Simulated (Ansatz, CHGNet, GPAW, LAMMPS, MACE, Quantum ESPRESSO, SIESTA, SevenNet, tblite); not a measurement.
## SIESTA runs on liquid ethanol at 300 K (108 atoms)

Wanted: SIESTA inputs and outputs for liquid ethanol at 300 K (108 atoms), checked against a plane-wave reference.

Main program and level: SIESTA 5.4.2; the method is named at each step.

### Step 1. Starting point

The cell holds 108 atoms: 24 C, 12 O and 72 H. Its edges and angles: a = 10.513 Å, b = 10.513 Å, c = 10.513 Å, α = 90.0°, β = 90.0°, γ = 90.0°. 12 ethanol placed at random, at 0.79 g/cm³; overlaps pushed apart, then 10 ps at 450 K with MMFF94 bonds, angles, torsions, charges and radii (Halgren, J. Comput. Chem. 17, 490 (1996)) in harmonic and 12-6 forms. Snapshot after 20 ps at 300 K and fixed volume.

The yardstick, on the same geometry:

- method: Kohn-Sham DFT, PBE, PAW, plane waves (Ansatz 0.2.0); cutoff 420 eV, Γ point, fermi-dirac smearing of 0.05 eV; PAW set soft_2
- r.m.s. force component: 0.8078 eV/Å
- longest force: 3.64 eV/Å
- pressure: 2.451 GPa
- gap (highest filled to lowest empty level): 4.514 eV
- SCF cycles: 9
- time: 8.5 s on 4 threads of Arm Neoverse V2, shared host
- CPU time: 31 s

### Step 2. PBE, DZP, shift 0.01 Ry, mesh 500 Ry

Method: Kohn-Sham DFT, PBE, PseudoDojo 0.4.1 norm-conserving pseudopotentials (converted to PSML), numerical atomic orbitals (DZP), diagonalisation.

The .psml files are PseudoDojo norm-conserving potentials that we converted to this format, checked against plane waves on the same files for H, C, O, Si, Ge and Ca alone.

input.fdf reads:

```
SystemLabel cell
NumberOfAtoms 108
NumberOfSpecies 3
%block ChemicalSpeciesLabel
  1 6 C
  2 8 O
  3 1 H
%endblock ChemicalSpeciesLabel
LatticeConstant 1.0 Ang
%block LatticeVectors
  10.51326 0.00000 0.00000
  0.00000 10.51326 0.00000
  0.00000 0.00000 10.51326
%endblock LatticeVectors
PAO.BasisSize DZP
PAO.EnergyShift 0.01 Ry
XC.Functional GGA
XC.Authors PBE
MeshCutoff 500 Ry
%block kgrid_Monkhorst_Pack
  1 0 0 0.0
  0 1 0 0.0
  0 0 1 0.0
%endblock kgrid_Monkhorst_Pack
SolutionMethod diagon
OccupationFunction FD
ElectronicTemperature 580 K
SCF.Mixer.Method Pulay
SCF.Mixer.Weight 0.15
SCF.Mixer.History 8
SCF.Mix Hamiltonian
MaxSCFIterations 300
SCF.DM.Tolerance 1e-04
SCF.H.Tolerance 1.0e-3 eV
WriteForces T
Write.HirshfeldPop T
Write.VoronoiPop T
Write.DM F
Write.H F
XML.Write F
AtomicCoordinatesFormat Fractional
%block AtomicCoordinatesAndAtomicSpecies
  0.27544 0.29160 0.05408 1
  0.30346 0.34257 0.92728 1
  0.34876 0.47094 0.93940 2
  0.35584 0.29179 0.12396 3
  0.23112 0.19077 0.04516 3
  0.20330 0.35362 0.08011 3
  0.21840 0.35610 0.88054 3
  0.36296 0.28283 0.85930 3
  0.29639 0.50838 0.00616 3
  0.95974 0.61083 0.83184 1
  0.89950 0.49526 0.77299 1
  0.87842 0.40512 0.86707 2
  0.04852 0.58389 0.88092 3
  0.90200 0.64999 0.91019 3
  0.97609 0.68772 0.76326 3
  0.96138 0.45391 0.69928 3
  0.81093 0.50922 0.73202 3
  0.91862 0.32547 0.83783 3
  0.25073 0.82965 0.06459 1
  0.17158 0.72693 0.13513 1
  0.22988 0.60556 0.12086 2
  0.26523 0.81136 0.96450 3
  0.34509 0.84148 0.10176 3
  0.20151 0.92172 0.05954 3
  0.08234 0.72278 0.09012 3
  0.15378 0.75135 0.23072 3
  0.21644 0.57106 0.20724 3
  0.74075 0.04733 0.21114 1
  0.77603 0.17763 0.17894 1
  0.67801 0.27111 0.20044 2
  0.68730 0.04426 0.29772 3
  0.82287 0.98161 0.22266 3
  0.67865 0.00354 0.14133 3
  0.81435 0.18937 0.08480 3
  0.85979 0.20469 0.23183 3
  0.69069 0.34508 0.14602 3
  0.31759 0.71205 0.67340 1
  0.31356 0.58611 0.60291 1
  0.19033 0.54016 0.61931 2
  0.40906 0.75326 0.67794 3
  0.28070 0.70478 0.77016 3
  0.25460 0.78226 0.62611 3
  0.37174 0.51363 0.64068 3
  0.31588 0.59387 0.50308 3
  0.19093 0.49325 0.70343 3
  0.44721 0.03179 0.36143 1
  0.30985 0.02793 0.40291 1
  0.22120 0.02293 0.30201 2
  0.48343 0.94138 0.32857 3
  0.51582 0.07216 0.43434 3
  0.46243 0.09530 0.27903 3
  0.29246 0.11366 0.46587 3
  0.28620 0.95226 0.47378 3
  0.24918 0.95757 0.24014 3
  0.04549 0.32913 0.43723 1
  0.03045 0.43998 0.34630 1
[... 48 atom lines left out ...]
  0.50602 0.68195 0.01251 3
  0.60969 0.46130 0.91378 3
  0.55194 0.46735 0.06902 3
  0.79883 0.46732 0.99388 3
%endblock AtomicCoordinatesAndAtomicSpecies
```

The run is started by

```
$ OMP_NUM_THREADS=1 mpirun -np 2 siesta < input.fdf > output.txt
```

The program printed:

```text
Version         : 5.4.2
reinit: System Name:
reinit: System Label: cell
initatom: Reading input for the pseudopotentials and atomic orbitals ----------
Species number:   1 Atomic number:    6 Label: C
Species number:   2 Atomic number:    8 Label: O
Species number:   3 Atomic number:    1 Label: H
Ground state valence configuration (from tables):   2s02  2p02  3d00  4f00
Ground state valence configuration (from tables):   2s02  2p04  3d00  4f00
Ground state valence configuration (from tables):   1s01  2p00  3d00  4f00
---- Processing specs for species: C
GGA--PBE XC_GGA_X_PBE--XC_GGA_C_PBE pb
---- Processing specs for species: O
GGA--PBE XC_GGA_X_PBE--XC_GGA_C_PBE pb
---- Processing specs for species: H
GGA--PBE XC_GGA_X_PBE--XC_GGA_C_PBE pb
C pseudopotential only contains V_ls up to l=1 -- lmxkb reset.
O pseudopotential only contains V_ls up to l=2 -- lmxkb reset.
H pseudopotential only contains V_ls up to l=1 -- lmxkb reset.
Using PAO.SplitTailNorm
%block ChemicalSpeciesLabel
    1    6 C                       # Species index, atomic number, species label
    2    8 O                       # Species index, atomic number, species label
    3    1 H                       # Species index, atomic number, species label
%endblock ChemicalSpeciesLabel
%block PAO.Basis                 # Define Basis set
C                     2                    # Species label, number of l-shells
 n=2   0   2                         # n, l, Nzeta
   4.484      3.048
   1.000      1.000
 n=2   1   2 P   1                   # n, l, Nzeta, Polarization, NzetaPol
   5.436      3.692
[...]
O                     2                    # Species label, number of l-shells
 n=2   0   2                         # n, l, Nzeta
[...]
n=2   1   2 P   1                   # n, l, Nzeta, Polarization, NzetaPol
[...]
H                     1                    # Species label, number of l-shells
 n=1   0   2 P   1                   # n, l, Nzeta, Polarization, NzetaPol
   5.233      3.529
   1.000      1.000
%endblock PAO.Basis
coor:   Atomic-coordinates input format  =     Fractional
siesta: System type = bulk
initatomlists: Number of atoms, orbitals, and projectors:    108   828   708
siesta: ******************** Simulation parameters ****************************
Total number of electrons:   240.000000
Total ionic charge:   240.000000
 Kpoints in:            1 . Kpoints trimmed:            1
siesta: k-grid: Number of k-points = 1
siesta: k-points from Monkhorst-Pack grid
siesta: k-cutoff (effective) =     5.257 Ang
siesta: k-point supercell and displacements
siesta: k-grid:     1     0     0      0.000
siesta: k-grid:     0     1     0      0.000
siesta: k-grid:     0     0     1      0.000
                     ====================================
                        Single-point calculation
                     ====================================
outcell: Unit cell vectors (Ang):
       10.513260    0.000000    0.000000
        0.000000   10.513260    0.000000
        0.000000    0.000000   10.513260
outcell: Cell vector modules (Ang)   :   10.513260   10.513260   10.513260
outcell: Cell angles (23,13,12) (deg):     90.0000     90.0000     90.0000
outcell: Cell volume (Ang**3)        :   1162.0163
Gamma-point calculation with multiply-connected orbital pairs
Gamma-point calculation with multiply-connected orbital pairs
Folding of H and S implicitly performed
Folding of H and S implicitly performed
new_DM -- step:     1
Initializing Density Matrix...
Attempting to read DM from file... Failed...
DM filled with atomic data:
InitMesh: MESH = 144 x 144 x 144 = 2985984
InitMesh: Mesh cutoff (required, used) =   500.000   518.504 Ry
stepf: Fermi-Dirac step function
        iscf     Eharris(eV)        E_KS(eV)     FreeEng(eV)     dDmax    Ef(eV) dHmax(eV)
   scf:    1   -10514.612440   -10453.130327   -10453.130327  1.956415 -4.962649  6.841216
   scf:    2   -10470.024035   -10462.088196   -10462.088196  0.058572 -4.692994  4.702843
   scf:    3   -10471.780397   -10469.407823   -10469.407823  0.125047 -4.100962  0.859523
[...]
scf:   10   -10469.852190   -10469.852189   -10469.852189  0.000147 -3.997274  0.000656
   scf:   11   -10469.852189   -10469.852189   -10469.852189  0.000057 -3.997232  0.000488
SCF Convergence by DM+H criterion
max |DM_out - DM_in|         :     0.0000568016
max |H_out - H_in|      (eV) :     0.0004882140
SCF cycle converged after 11 iterations
Using DM_out to compute the final energy and forces
siesta: E_KS(eV) =           -10469.8522
siesta: E_KS - E_eggbox =    -10469.8522
siesta: Atomic forces (eV/Ang):
     1    0.974857   -3.796475    0.171714
     2    3.036916    0.544522   -0.676654
     3    1.238834   -0.397300   -0.992126
[...]
107   -0.892293   -0.327869    0.539775
   108    0.898771   -0.574622   -0.366603
----------------------------------------
   Tot   -0.003864   -0.000558    0.010101
----------------------------------------
   Max    3.796475
   Res    0.954531    sqrt( Sum f_i^2 / 3N )
----------------------------------------
   Max    3.796475    constrained
Stress tensor Voigt[x,y,z,yz,xz,xy] (kbar):      -51.27      -41.87      -38.67       10.44        2.56       -3.73
(Free)E + p*V (eV/cell)   -10437.9857
Target enthalpy (eV/cell)   -10469.8522
siesta: Program's energy decomposition (eV):
siesta: Ebs     =     -3174.598979
siesta: Eions   =     16868.258497
siesta: Ena     =      3854.087017
siesta: Ekin    =      7437.639022
siesta: Enl     =     -1173.061244
siesta: DEna    =      -280.534049
siesta: DUscf   =        30.781166
siesta: Ex      =     -3211.464418
siesta: Ec      =      -259.041186
siesta: Exc     =     -3470.505604
siesta: Eharris =    -10469.852189
siesta: Etot    =    -10469.852189
siesta: FreeEng =    -10469.852189
siesta: Final energy (eV):
siesta:  Band Struct. =   -3174.598979
siesta:       Kinetic =    7437.639022
siesta:       Hartree =    6936.420994
siesta:         Exch. =   -3211.464418
siesta:         Corr. =    -259.041186
siesta:   Exch.-corr. =   -3470.505604
siesta:  Ion-electron =  -20517.959434
siesta:       Ion-ion =    -855.447167
siesta:         Total =  -10469.852189
siesta:         Fermi =      -3.997232
siesta: Stress tensor (static) (eV/Ang**3):
siesta:    -0.032002   -0.002329    0.001601
siesta:    -0.002329   -0.026132    0.006515
siesta:     0.001601    0.006515   -0.024136
siesta: Cell volume =       1162.016286 Ang**3
siesta: Pressure (static):
siesta:                Solid            Molecule  Units
siesta:           0.00029868          0.00034138  Ry/Bohr**3
siesta:           0.02742345          0.03134391  eV/Ang**3
siesta:          43.93721303         50.21847286  kBar
    Orbital volume contribution        =          29.751868 eV
    (Free)E + p_basis*V_orbitals       =      -10440.100321 eV
    (Free)Eharris+ p_basis*V_orbitals  =      -10440.100321 eV
Hirshfeld Atomic Populations:
Atom #   charge [q] valence [e]  Species
     1    -0.081544    4.081544  C
     2     0.014522    3.985478  C
     3    -0.175831    6.175831  O
     4     0.033861    0.966139  H
     5     0.025033    0.974967  H
     6     0.022565    0.977435  H
[...]
10    -0.084993    4.084993  C
[...]
12    -0.116194    6.116194  O
[...]
21    -0.125819    6.125819  O
[...]
--------------------
 Total    -0.000001
Voronoi Atomic Populations:
Atom #   charge [q] valence [e]  Species
[...]
93    -0.141218    6.141218  O
[...]
100    -0.010227    4.010227  C
   101     0.079142    3.920858  C
   102    -0.141385    6.141385  O
[...]
107    -0.025158    1.025158  H
   108     0.070913    0.929087  H
--------------------
 Total    -0.000001
```

Wall time 74 s (2 MPI ranks of Arm Neoverse V2, shared host); peak memory 1.5 GiB.

Banners, paths, timers and routine set-up lines are dropped from the logs unmarked, and long logs keep their key lines alone; longer cuts are marked.

Compared with the plane-wave run:

```yaml
r_m_s_force_component: 0.9545 eV/Å
r_m_s_difference_of_force_components: 339 meV/Å
longest_difference_of_force_vectors: 916.5 meV/Å
force_difference_over_r_m_s_force: 41.96 %
slope_of_forces_against_the_reference_s: 1.11
correlation_of_force_components: 0.9395
spacing_of_highest_filled_and_lowest_empty_level: 4.861 eV
gap_difference: 0.3475 eV
pressure: 4.394 GPa
pressure_difference: 1.943 GPa
```

This run lies far from the reference in forces at the same functional.

Length of the force difference by element (eV/Å):

| element | atoms | mean | most |
| --- | --- | --- | --- |
| C | 24 | 0.47 | 0.84 |
| H | 72 | 0.62 | 0.92 |
| O | 12 | 0.38 | 0.42 |

Levels nearest the highest filled one (eV from it): -0.93, -0.89, -0.81, -0.77, -0.70, -0.66, -0.51, -0.34, -0.27, -0.25, -0.04, 0.00, 4.86, 5.52, 5.70, 5.97, 6.07, 6.17, 6.22, 6.45, 6.63, 6.65, 6.72, 6.82.

The surroundings of O21, one of the 12 O atoms, nearest first, numbered as they follow in the input and with coordinates relative to it.

| atom | x | y | z | distance (Å) | bonds | Hirshfeld charge (e) | Fx | Fy | Fz (eV/Å) |
| --- | --- | --- | --- | --- | --- | --- | --- | --- | --- |
| O21 | 0.00 | 0.00 | 0.00 | 0.00 | 2 | -0.13 | 0.21 | 0.04 | 0.85 |
| H27 | -0.14 | -0.36 | 0.91 | 0.99 | 1 | 0.08 | 0.01 | -0.90 | 0.10 |
| C20 | -0.61 | 1.28 | 0.15 | 1.42 | 4 | 0.02 | 2.37 | 0.49 | -2.77 |
| H9 | 0.70 | -1.02 | -1.21 | 1.73 | 1 | 0.07 | -0.32 | 0.82 | 0.51 |
| H25 | -1.55 | 1.23 | -0.32 | 2.01 | 1 | 0.02 | -2.51 | 0.01 | -1.12 |
| H26 | -0.80 | 1.53 | 1.15 | 2.08 | 1 | 0.03 | -0.11 | 0.48 | 2.45 |
| C19 | 0.22 | 2.36 | -0.59 | 2.44 | 4 | -0.08 | -1.25 | -0.32 | 0.56 |
| O3 | 1.25 | -1.42 | -1.91 | 2.68 | 2 | -0.18 | 1.24 | -0.40 | -0.99 |
| H6 | -0.28 | -2.65 | -0.43 | 2.70 | 1 | 0.02 | -2.37 | 1.63 | 1.83 |
| O57 | -0.88 | -1.08 | 2.32 | 2.71 | 2 | -0.10 | 0.96 | 2.20 | 0.74 |
| H22 | 0.37 | 2.16 | -1.64 | 2.74 | 1 | 0.03 | 0.05 | -0.84 | -1.24 |
| H23 | 1.21 | 2.48 | -0.20 | 2.77 | 1 | 0.03 | 1.39 | 0.22 | 0.85 |

Forces lie 42 % from the reference's, at 4.8 times its CPU time (on 2 against 4 cores).

### Step 3. PBE, DZ, shift 0.01 Ry, mesh 500 Ry

Method: Kohn-Sham DFT, PBE, PseudoDojo 0.4.1 norm-conserving pseudopotentials (converted to PSML), numerical atomic orbitals (DZ), diagonalisation.

Changes to input.fdf since step 2:

```diff
@@ -14,3 +14,3 @@
 %endblock LatticeVectors
-PAO.BasisSize DZP
+PAO.BasisSize DZ
 PAO.EnergyShift 0.01 Ry
```

The program printed:

```text
Version         : 5.4.2
reinit: System Name:
reinit: System Label: cell
initatom: Reading input for the pseudopotentials and atomic orbitals ----------
Species number:   1 Atomic number:    6 Label: C
Species number:   2 Atomic number:    8 Label: O
Species number:   3 Atomic number:    1 Label: H
Ground state valence configuration (from tables):   2s02  2p02  3d00  4f00
Ground state valence configuration (from tables):   2s02  2p04  3d00  4f00
Ground state valence configuration (from tables):   1s01  2p00  3d00  4f00
---- Processing specs for species: C
GGA--PBE XC_GGA_X_PBE--XC_GGA_C_PBE pb
---- Processing specs for species: O
GGA--PBE XC_GGA_X_PBE--XC_GGA_C_PBE pb
---- Processing specs for species: H
GGA--PBE XC_GGA_X_PBE--XC_GGA_C_PBE pb
[... lines left out ...]
Total number of electrons:   240.000000
[... lines left out ...]
stepf: Fermi-Dirac step function
        iscf     Eharris(eV)        E_KS(eV)     FreeEng(eV)     dDmax    Ef(eV) dHmax(eV)
[... lines left out ...]
SCF Convergence by DM+H criterion
[... lines left out ...]
SCF cycle converged after 11 iterations
[... lines left out ...]
   Max    3.882609
[... lines left out ...]
   Max    3.882609    constrained
Stress tensor Voigt[x,y,z,yz,xz,xy] (kbar):      -57.88      -50.02      -39.61       11.33        2.71       -1.58
[... lines left out ...]
siesta: FreeEng =    -10449.758826
siesta: Final energy (eV):
siesta:  Band Struct. =   -3176.941245
siesta:       Kinetic =    7512.351759
siesta:       Hartree =    6913.181992
siesta:         Exch. =   -3213.368521
siesta:         Corr. =    -258.360562
siesta:   Exch.-corr. =   -3471.729083
siesta:  Ion-electron =  -20548.116328
siesta:       Ion-ion =    -855.447167
siesta:         Total =  -10449.758826
siesta:         Fermi =      -3.257892
siesta: Stress tensor (static) (eV/Ang**3):
siesta:    -0.036123   -0.000985    0.001689
siesta:    -0.000985   -0.031218    0.007069
siesta:     0.001689    0.007069   -0.024725
siesta: Cell volume =       1162.016286 Ang**3
siesta: Pressure (static):
siesta:                Solid            Molecule  Units
siesta:           0.00033424          0.00034644  Ry/Bohr**3
siesta:           0.03068880          0.03180832  eV/Ang**3
siesta:          49.16887058         50.96254695  kBar
    Orbital volume contribution        =          18.033078 eV
    (Free)E + p_basis*V_orbitals       =      -10431.725748 eV
    (Free)Eharris+ p_basis*V_orbitals  =      -10431.725748 eV
Hirshfeld Atomic Populations:
Atom #   charge [q] valence [e]  Species
     1    -0.068225    4.068225  C
     2     0.028568    3.971432  C
     3    -0.210264    6.210264  O
     4     0.029866    0.970134  H
     5     0.023532    0.976468  H
     6     0.020571    0.979429  H
[...]
10    -0.070170    4.070170  C
[...]
12    -0.141180    6.141180  O
[...]
21    -0.149508    6.149508  O
[...]
--------------------
 Total     0.000002
Voronoi Atomic Populations:
Atom #   charge [q] valence [e]  Species
[...]
93    -0.196649    6.196649  O
[...]
100    -0.031678    4.031678  C
   101     0.059826    3.940174  C
   102    -0.201231    6.201231  O
[...]
107    -0.010725    1.010725  H
   108     0.118930    0.881070  H
--------------------
 Total     0.000002
```

Run time: 35 s. Hardware: 2 MPI ranks; peak memory 0.99 GiB.

Compared with the plane-wave run:

- r.m.s. force component: 1.033 eV/Å
- r.m.s. difference of force components: 476 meV/Å
- longest difference of force vectors: 1624 meV/Å
- force difference over r.m.s. force: 58.93 %
- slope of forces against the reference's: 1.145
- correlation of force components: 0.8947
- gap (highest filled to lowest empty level): 4.925 eV
- gap difference: 0.4116 eV
- pressure: 4.917 GPa
- pressure difference: 2.466 GPa

This is a coarse setting, run to see what it loses.

Against the first run (42 %), the force difference from the reference is 59 %, at 0.47 times the CPU time, with 432 basis functions against 828: the smaller basis costs accuracy.

### Step 4. PBE, SZP, shift 0.01 Ry, mesh 500 Ry

Method: Kohn-Sham DFT, PBE, PseudoDojo 0.4.1 norm-conserving pseudopotentials (converted to PSML), numerical atomic orbitals (SZP), diagonalisation.

Changes to input.fdf since step 3:

```diff
@@ -14,3 +14,3 @@
 %endblock LatticeVectors
-PAO.BasisSize DZ
+PAO.BasisSize SZP
 PAO.EnergyShift 0.01 Ry
```

The program printed:

```text
Version         : 5.4.2
reinit: System Name:
reinit: System Label: cell
initatom: Reading input for the pseudopotentials and atomic orbitals ----------
Species number:   1 Atomic number:    6 Label: C
Species number:   2 Atomic number:    8 Label: O
Species number:   3 Atomic number:    1 Label: H
Ground state valence configuration (from tables):   2s02  2p02  3d00  4f00
[... lines left out ...]
SCF Convergence by DM+H criterion
[... lines left out ...]
SCF cycle converged after 10 iterations
[... lines left out ...]
   Max    4.658577
[... lines left out ...]
   Max    4.658577    constrained
Stress tensor Voigt[x,y,z,yz,xz,xy] (kbar):      -95.14      -83.42      -96.20        6.06        3.38       -0.86
[... lines left out ...]
siesta: FreeEng =    -10412.195642
[... lines left out ...]
siesta:         Fermi =      -5.024323
[... lines left out ...]
siesta:          91.58683441        123.48735878  kBar
[... lines left out ...]
    (Free)Eharris+ p_basis*V_orbitals  =      -10386.671203 eV
Hirshfeld Atomic Populations:
Atom #   charge [q] valence [e]  Species
     1    -0.102691    4.102691  C
     2    -0.000293    4.000293  C
     3    -0.187309    6.187309  O
     4     0.045289    0.954711  H
     5     0.030994    0.969006  H
     6     0.028907    0.971093  H
[...]
10    -0.102669    4.102669  C
[...]
12    -0.134850    6.134850  O
[...]
21    -0.141872    6.141872  O
[...]
--------------------
 Total    -0.000007
Voronoi Atomic Populations:
Atom #   charge [q] valence [e]  Species
[...]
93    -0.161662    6.161662  O
[...]
100     0.023525    3.976475  C
   101     0.115458    3.884542  C
   102    -0.154880    6.154880  O
[...]
107    -0.033828    1.033828  H
   108     0.069995    0.930005  H
--------------------
 Total    -0.000007
```

It took 61 s on 2 MPI ranks; peak memory 1.4 GiB; 2 min of CPU time.

Against the reference:

| Quantity | Value |
| --- | --- |
| r.m.s. force component | 1.493 eV/Å |
| r.m.s. difference of force components | 1163 meV/Å |
| longest difference of force vectors | 3029 meV/Å |
| force difference over r.m.s. force | 144 % |
| slope of forces against the reference's | 1.171 |
| correlation of force components | 0.6338 |
| gap (highest filled to lowest empty level) | 5.371 eV |
| gap difference | 0.8574 eV |
| pressure | 9.159 GPa |
| pressure difference | 6.708 GPa |

This is a coarse setting, run to see what it loses.

Against the first run (42 %), the force difference from the reference is 144 %, at 0.82 times the CPU time, with 612 basis functions against 828: the smaller basis costs accuracy.

(Continued in part 2 of 2.)

[Also dropped from logs without a mark: logging warnings of Python, and SIESTA's first energy breakdown and zero terms.]

[Logs are printed without paths, hosts, clocks, repeated set-up lines and the standing remarks that a program may print on its own settings, such as how far it seeks lower states.]

[Hosts, paths, dates, database ids (printed as entryN), source tags and the programs' standing remarks are cut or masked in the printed files.]

[The MMFF94 radii named for the starting cell were scaled by 0.96; in molecules described by MMFF94, hydrogen bound to N, O or S took a small fixed 12-6 site in their place.]
